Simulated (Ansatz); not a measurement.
An input for Ansatz 0.2.0 (CsPrS2 (R-3m)):

```yaml
crystal:
  lattice:
    - [-3.68141766, -6.69893505, -3.68141766]
    - [-6.69893505, -3.68141766, -3.68141766]
    - [-3.68141766, -3.68141766, -6.69893505]
  atoms:
    - { symbol: Cs, position: [0.0, 0.0, 0.0] }
    - { symbol: Pr, position: [0.5, 0.5, 0.5] }
    - { symbol: S, position: [0.77062251, 0.77062251, 0.77062251] }
    - { symbol: S, position: [0.22937749, 0.22937749, 0.22937749] }
kpoints:
  mp_grid: { grid: [8, 8, 8] }
  band_path:
    path:
      - [[0.0, 0.0, 0.0], [0.5, 0.5, 0.5], [0.81798369, 0.18201631, 0.5]]
      - [[0.5, -0.18201631, 0.18201631], [0.5, 0.0, 0.0], [0.0, 0.0, 0.0], [0.34100816, -0.34100816, 0.0]]
      - [[0.65899184, 0.0, 0.34100816], [0.5, 0.0, 0.5], [0.0, 0.0, 0.0]]
    npoints: 10
hamiltonian:
  xc: pbesol
  pseudopotentials: { kind: paw, source: ansatz }
scf:
  occupations: { method: gaussian, width: 0.08 }
  n_extra_bands: 21
  max_iter: 150
output:
  eigenvalues: true
  forces: true
  stress: true
  fatbands: true
```

```sh
ansatz run input.yaml --threads 4 --pin off --max-ram 9216MiB --backend cpu --events-out ev --progress --plain --runs-dir out
```

How long will it take on 4 threads of Arm Neoverse N1, shared host, and how much memory?

It took 32 s; on shared hardware allow 16 s to 63 s. Peak host memory was 0.83 GiB. The sizes that set the cost: 3445 plane waves a state, 65 irreducible k points and 18 SCF cycles.

[Paths, hosts, dates, memory and timing lines, banners, echoed tables and standing remarks are left out of the program output.]

[Logs are printed without paths, hosts, clocks, repeated set-up lines and the standing remarks that a program may print on its own settings, such as how far it seeks lower states.]

[Runs of the session that timed out or met a known fault of the program may be left out.]

[Hosts, paths, dates, database ids (printed as entryN), source tags and the programs' standing remarks are cut or masked in the printed files.]
